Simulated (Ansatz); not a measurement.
# A hypothetical structure for SrVPbI, part 2 of 2

This structure for SrVPbI is made up. Its elements were placed in a known structure type with a cell scaled to their sizes. What cell does the guess relax to, and how far off was it?

Ansatz 0.2.0; DFT, PBE, plane-wave PAW, files of the set soft_1, scalar-relativistic, ferromagnetic start, cell and ions relaxed at zero pressure; PAW set soft_1 (the session's first sound run).

So far: Set-up; Relaxing cell and atoms. The relaxed cell has a = 5.539, c = 9.377 Å (conventional setting).

### Step 3. Bands of the relaxed cell

A second self-consistent run takes a narrower smearing and the mesh shown in its input; the bands follow along the standard path of the relaxed lattice.

This step: DFT, PBE, plane-wave PAW, files of the set soft_1, scalar-relativistic, ferromagnetic start, bands and density of states at the relaxed cell; PAW set soft_1 (Ansatz 0.2.0).

The input, input.yaml:

```yaml
crystal:
  lattice:
    - [5.5392428993, 0.0, 0.0]
    - [0.0, 5.5392428993, 0.0]
    - [0.0, 0.0, 9.377439301]
  atoms:
    - { symbol: Pb, position: [0.0, 0.0, 0.5] }
    - { symbol: Pb, position: [0.5, 0.5, 0.5] }
    - { symbol: I, position: [0.0, 0.0, 0.0] }
    - { symbol: I, position: [0.5, 0.5, 0.0] }
    - { symbol: Sr, position: [0.5, 0.0, 0.2041026805] }
    - { symbol: Sr, position: [0.0, 0.5, 0.7958973195] }
    - { symbol: V, position: [0.5, 0.0, 0.5347395353], spin: 2.2 }
    - { symbol: V, position: [0.0, 0.5, 0.4652604647], spin: 2.2 }
magnetization:
  spin_polarized: true
kpoints:
  mp_grid: { grid: [6, 6, 4] }
  band_path:
    path:
      - [[0.0, 0.0, 0.0], [0.0, 0.5, 0.0], [0.5, 0.5, 0.0], [0.0, 0.0, 0.0], [0.0, 0.0, 0.5], [0.0, 0.5, 0.5], [0.5, 0.5, 0.5], [0.0, 0.0, 0.5]]
      - [[0.0, 0.5, 0.0], [0.0, 0.5, 0.5]]
      - [[0.5, 0.5, 0.0], [0.5, 0.5, 0.5]]
    npoints: 8
scf:
  occupations: { method: fermi_dirac, width: 0.03 }
  n_extra_bands: 15
hamiltonian:
  xc: pbe
  pseudopotentials: { kind: paw, azcp: { folder: soft_1 } }
output:
  forces: true
  stress: true
  write_bands: true
  dos: { projected: true }
  write_density: true
  write_potential: true
  elf: true
  volumetric_format: npy
```

On the command line:

```
$ ansatz run input.yaml --threads 4 --pin off --max-ram 10240MiB --backend cpu --events-out ev --progress --plain --runs-dir out
```

Numbers of over 12 decimals in the logs are rounded to 6 here.

Output:

```text
[...]
Crystal: 8 atoms, lattice volume = 287.730 Å³
Basis set: ecut = 420 eV, 5651 PW (Γ), exchange–correlation on 80×80×128 points (8 copies of the dense FFT grid, shifted against one another)
Bands: 69, of which v1, the nominal top of the filled ones, is band 54 counted from 1 (53 counted from 0)
Symmetry: 16 space group operations
[...]
k-points: 30 of 144
[...]
Starting moments: Σ|m| = 4.4 μB on 2 of 8 sites
[...]
SCF iter   1: F=—  HF=-51764.413892 eV  |F-HF|=—  |Δ(HF+E_count)|=         —  Δρ=6.53e-2 (↑6.53e-2 ↓2.87e-2)  dr2=9.10e1  dr2_m=2.02e0  M=6.270 μB ∫|m|=7.093 μB  β_m=0.30  ethr=3.10e-3  ⟨swp⟩=10.2  Hψ=20802  notcnv=0  defer=6
[...]
SCF iter  16: F=-51758.828682 eV  HF=-51758.828682 eV  |F-HF|=1.23e-9  |Δ(HF+E_count)|=   1.38e-8  Δρ=5.36e-7 (↑5.36e-7 ↓3.30e-7)  dr2=2.53e-9  dr2_m=7.49e-11  M=4.615 μB ∫|m|=5.645 μB  ethr=1.45e-11  ⟨swp⟩=20.1  Hψ=37310  notcnv=0
SCF 1 converged in 16 iterations: F = -51758.828682 eV  dr2 = 2.53e-9
[...]
NSCF: frozen V_eff on 75 k-points
SCF converged after 16 iterations
Magnetization: 4.6152 μB (56.3076 up, 51.6924 down)
Absolute magnetization: 5.6676 μB (∫|ρ↑−ρ↓|, with the PAW one-centre terms)
[...]
Per-site moments (μB) at R_I (Å): [(-0.092998, 1.150345), (-0.092998, 1.150345), (0.00185591, 1.388726), (0.00185591, 1.388726), (0.040375, 1.278967), (0.040375, 1.278967), (2.098824, 1.150345), (2.098824, 1.150345)]
Free energy (F): -51758.828682 eV
[...]
Internal energy: -51758.823089 eV  (E = F + TS)
E sigma→0 (E₀):  -51758.825886 eV
Entropy (-TS):   -0.005593 eV (-0.699 meV/atom)
Fermi energy:    7.813947 eV
[...]
--- Forces (eV/Å), atoms counted from 1 ---
  atom   1  Pb     0.00000000     0.00000000     0.00000000
  atom   2  Pb     0.00000000     0.00000000    -0.00000000
  atom   3  I      0.00000000     0.00000000     0.00000000
  atom   4  I      0.00000000     0.00000000    -0.00000000
  atom   5  Sr    -0.00000000     0.00000000     0.01294858
  atom   6  Sr     0.00000000     0.00000000    -0.01294858
  atom   7  V      0.00000000     0.00000000    -0.07899821
  atom   8  V      0.00000000     0.00000000     0.07899821
  max |Σ_I F_I| component: 0.00e0 eV/Å
--- Stress (GPa, compression-positive) ---
       -0.045013       0.000000       0.000000
        0.000000      -0.045013       0.000000
        0.000000       0.000000      -0.068596
  P = ⅓ Tr σ = -0.0529 GPa (-0.529 kbar)
--- Band table (eV; the first three rows and the last of 60) ---
  k-point 0 ↑: bands = [... 50 lower, 6.9952, 6.9952, 7.0342, 7.1345, 7.5786, 7.6529, 7.6529, 8.0715, ... 11 higher]
  k-point 1 ↑: bands = [... 50 lower, 6.9869, 6.9869, 7.0350, 7.0782, 7.5396, 7.6464, 7.6464, 8.0713, ... 11 higher]
  k-point 2 ↑: bands = [... 50 lower, 6.9785, 6.9785, 7.0061, 7.0358, 7.4930, 7.6399, 7.6399, 8.0710, ... 11 higher]
  k-point 29 ↓: bands = [... 50 lower, 7.2484, 7.2484, 8.9096, 8.9096, 9.2579, 9.2579, 9.5465, 9.5465, ... 11 higher]
```

Elapsed: 19 s, on 4 threads of AMD EPYC 9R45, shared host; peak memory 1.7 GiB; 74 s of CPU time.

This step gave:

| Item | Value |
| --- | --- |
| free energy | -51758.8287 eV |
| energy at zero smearing | -51758.8259 eV |
| smearing term TS | 0.005593 eV |
| Fermi energy | 7.814 eV |
| magnetization | 4.615 μB |
| absolute magnetization | 5.668 μB |
| site moments | -0.09300, -0.09300, 0.001856, 0.001856, 0.04038, 0.04038, 2.099, 2.099 μB |
| pressure | -0.05287 GPa |

bands.tsv at the labelled points (eV, zero at the Fermi level; the bands that come nearest the Fermi level along the path):

```
point  band_54_up  band_55_up  band_56_up  band_57_up  band_58_up  band_49_dn  band_50_dn  band_51_dn
    Γ       -0.24       -0.16       -0.16        0.26        1.00        0.28        0.46        0.49
    X       -0.43       -0.43        0.46        0.46        0.88       -1.35       -1.13       -1.13
    M       -0.31       -0.31        0.13        0.13        0.64       -1.26       -0.56       -0.56
    Γ       -0.24       -0.16       -0.16        0.26        1.00        0.28        0.46        0.49
    Z       -0.32       -0.17       -0.17        0.26        0.85        0.06        0.29        0.62
    R       -0.45       -0.45        0.33        0.33        0.92       -1.42       -1.34       -1.34
    A       -0.28       -0.28        0.15        0.15        1.13       -1.42       -0.57       -0.57
    Z       -0.32       -0.17       -0.17        0.26        0.85        0.06        0.29        0.62
    X       -0.43       -0.43        0.46        0.46        0.88       -1.35       -1.13       -1.13
    R       -0.45       -0.45        0.33        0.33        0.92       -1.42       -1.34       -1.34
    M       -0.31       -0.31        0.13        0.13        0.64       -1.26       -0.56       -0.56
    A       -0.28       -0.28        0.15        0.15        1.13       -1.42       -0.57       -0.57
```

Site moment by atom:

| atom | site moment (μB) |
| --- | --- |
| Pb1 | -0.09 |
| Pb2 | -0.09 |
| I3 | 0.00 |
| I4 | 0.00 |
| Sr5 | 0.04 |
| Sr6 | 0.04 |
| V7 | 2.10 |
| V8 | 2.10 |

Force by atom:

| atom | x (eV/Å) | y (eV/Å) | z (eV/Å) | size |
| --- | --- | --- | --- | --- |
| Pb1 | 0.0000 | 0.0000 | 0.0000 | 0.0000 |
| Pb2 | 0.0000 | 0.0000 | 0.0000 | 0.0000 |
| I3 | 0.0000 | 0.0000 | 0.0000 | 0.0000 |
| I4 | 0.0000 | 0.0000 | 0.0000 | 0.0000 |
| Sr5 | 0.0000 | 0.0000 | 0.0129 | 0.0129 |
| Sr6 | 0.0000 | 0.0000 | -0.0129 | 0.0129 |
| V7 | 0.0000 | 0.0000 | -0.0790 | 0.0790 |
| V8 | 0.0000 | 0.0000 | 0.0790 | 0.0790 |

Spin density in the ac plane at fractional y = 0.000, with atoms of Pb and I and Sr and V within 0.2 Å of it.

Ten even steps from '_' (0.0 e/Å³) to '@' (2.0 e/Å³), each cell a mean:
```
______________________________
______________________________
______________________________
______________________________
______________________________
______________________________
______________________________
______________________________
______________....____________
____________::++==..__________
____________--@@##::__________
____________--@@**..__________
____________::==--..__________
______________....____________
______________________________
______________________________
______________________________
______________________________
______________________________
______________________________
______________________________
______________________________
______________________________
______________________________
```
Columns run along a (5.5 Å), rows up along c (9.4 Å). Atoms in or near the plane, at fractional coordinates: Pb at (0.00, 0.50), I at (0.00, 0.00), Sr at (0.50, 0.20), V at (0.50, 0.53).

ELF in the ac plane at fractional y = 0.000, with atoms of Pb and I and Sr and V within 0.2 Å of it. It is the smooth field of the valence electrons, not physical close to the nuclei.

Values, 24 rows by 15 columns, each cell a mean:
```
0.28 0.31 0.58 0.74 0.62 0.24 0.03 0.01 0.01 0.09 0.42 0.72 0.69 0.45 0.26
0.42 0.54 0.69 0.72 0.52 0.17 0.02 0.01 0.01 0.06 0.32 0.64 0.73 0.63 0.47
0.70 0.73 0.73 0.61 0.33 0.08 0.01 0.01 0.01 0.03 0.18 0.47 0.69 0.74 0.71
0.68 0.64 0.53 0.32 0.12 0.03 0.01 0.01 0.01 0.01 0.06 0.20 0.42 0.59 0.67
0.30 0.25 0.16 0.08 0.03 0.02 0.02 0.02 0.02 0.02 0.02 0.05 0.11 0.20 0.28
0.08 0.07 0.06 0.05 0.06 0.07 0.08 0.09 0.09 0.08 0.06 0.06 0.06 0.07 0.08
0.17 0.17 0.18 0.18 0.18 0.17 0.16 0.16 0.16 0.17 0.18 0.18 0.18 0.17 0.17
0.35 0.35 0.36 0.35 0.29 0.21 0.18 0.19 0.18 0.19 0.25 0.33 0.36 0.36 0.35
0.38 0.39 0.42 0.43 0.31 0.19 0.26 0.36 0.33 0.21 0.23 0.38 0.44 0.40 0.38
0.39 0.39 0.40 0.43 0.29 0.26 0.52 0.63 0.60 0.40 0.22 0.38 0.43 0.39 0.40
0.15 0.29 0.40 0.42 0.28 0.37 0.67 0.70 0.70 0.56 0.26 0.37 0.41 0.37 0.21
0.01 0.13 0.37 0.41 0.29 0.34 0.65 0.70 0.70 0.54 0.25 0.38 0.40 0.28 0.04
0.05 0.19 0.38 0.41 0.34 0.23 0.45 0.58 0.54 0.33 0.24 0.40 0.40 0.32 0.09
0.31 0.37 0.39 0.43 0.40 0.27 0.28 0.36 0.32 0.26 0.33 0.44 0.40 0.39 0.34
0.39 0.38 0.40 0.44 0.40 0.32 0.28 0.28 0.28 0.29 0.35 0.43 0.43 0.39 0.39
0.38 0.39 0.40 0.34 0.21 0.14 0.17 0.22 0.20 0.15 0.16 0.27 0.38 0.40 0.38
0.27 0.27 0.24 0.13 0.09 0.27 0.56 0.68 0.65 0.44 0.15 0.09 0.18 0.27 0.27
0.10 0.09 0.07 0.04 0.21 0.69 0.83 0.72 0.78 0.81 0.47 0.08 0.05 0.08 0.10
0.14 0.12 0.07 0.04 0.36 0.82 0.71 0.17 0.40 0.83 0.66 0.14 0.04 0.10 0.13
0.52 0.48 0.30 0.09 0.29 0.79 0.75 0.31 0.51 0.83 0.60 0.12 0.16 0.41 0.51
0.74 0.76 0.68 0.32 0.14 0.55 0.83 0.83 0.84 0.76 0.31 0.15 0.51 0.75 0.75
0.58 0.67 0.78 0.66 0.22 0.15 0.47 0.67 0.61 0.31 0.12 0.42 0.77 0.74 0.62
0.28 0.41 0.66 0.77 0.49 0.10 0.06 0.11 0.08 0.05 0.24 0.68 0.76 0.55 0.32
0.43 0.28 0.55 0.76 0.64 0.21 0.03 0.01 0.01 0.07 0.42 0.74 0.69 0.40 0.28
```
Columns run along a (5.5 Å), rows up along c (9.4 Å). Atoms in or near the plane, at fractional coordinates: Pb at (0.00, 0.50), I at (0.00, 0.00), Sr at (0.50, 0.20), V at (0.50, 0.53).

Valence density in the ac plane at fractional y = 0.000, with atoms of Pb and I and Sr and V within 0.2 Å of it. It is the smooth field of the valence electrons, not physical close to the nuclei.

Ten steps, logarithmic in the rise over the least value, from '0' (0 e/Å³) to '9' (13 e/Å³), each cell a mean:
```
984210000002369
653200000001246
332100000000123
111000000000011
000000000000000
000000000000000
000000000000000
100000011000000
221111233211112
542113677421234
764224899632357
875324899632468
875222576422367
653211232211246
322111111111123
111001111100011
000002344210000
000013566420000
000024656531000
110024666531001
221113555421122
433211233211234
874210000012358
985310000012379
```
Columns run along a (5.5 Å), rows up along c (9.4 Å). Atoms in or near the plane, at fractional coordinates: Pb at (0.00, 0.50), I at (0.00, 0.00), Sr at (0.50, 0.20), V at (0.50, 0.53).

### Step 4. Outcome

- space group, relaxed: P4/nmm
- conventional cell: a = 5.539, b = 5.539, c = 9.377 Å; α = 90.0°, β = 90.0°, γ = 90.0°
- volume per atom: 35.97 Å³ (guess 38.03)
- total moment: 4.88 μB in the cell of 8 atoms

In words: SrVPbI relaxes to P4/nmm with a = 5.539, b = 5.539 and c = 9.377 Å. The guessed volume was 6 % too large. The space group P4/nmm was held in the relaxation, so the end point is a stationary structure within it and may be a saddle against distortions or other arrangements. The input starts from parallel moments, and no other start was typed. Bands cross the Fermi level, so it is a metal or semimetal at this level. On the 6×6×4 mesh with the narrower smearing (relaxed on 5×5×3) the largest force component is 0.079 eV/Å and the largest stress component is 0.069 GPa, against the relaxation's thresholds of 0.015 eV/Å and 0.05 GPa. The cutoff wasn't tested. A vector of the cell changed its length by 16 %, more than the volume shows. Spin-orbit coupling is left out, which can matter for elements this heavy. No dispersion term is used, so weakly bound directions may come out too long. Nothing here tests whether the compound is stable against decomposition.

[Logs are printed without paths, hosts, clocks, repeated set-up lines and the standing remarks that a program may print on its own settings, such as how far it seeks lower states.]

[Hosts, paths, dates, database ids (printed as entryN), source tags and the programs' standing remarks are cut or masked in the printed files.]
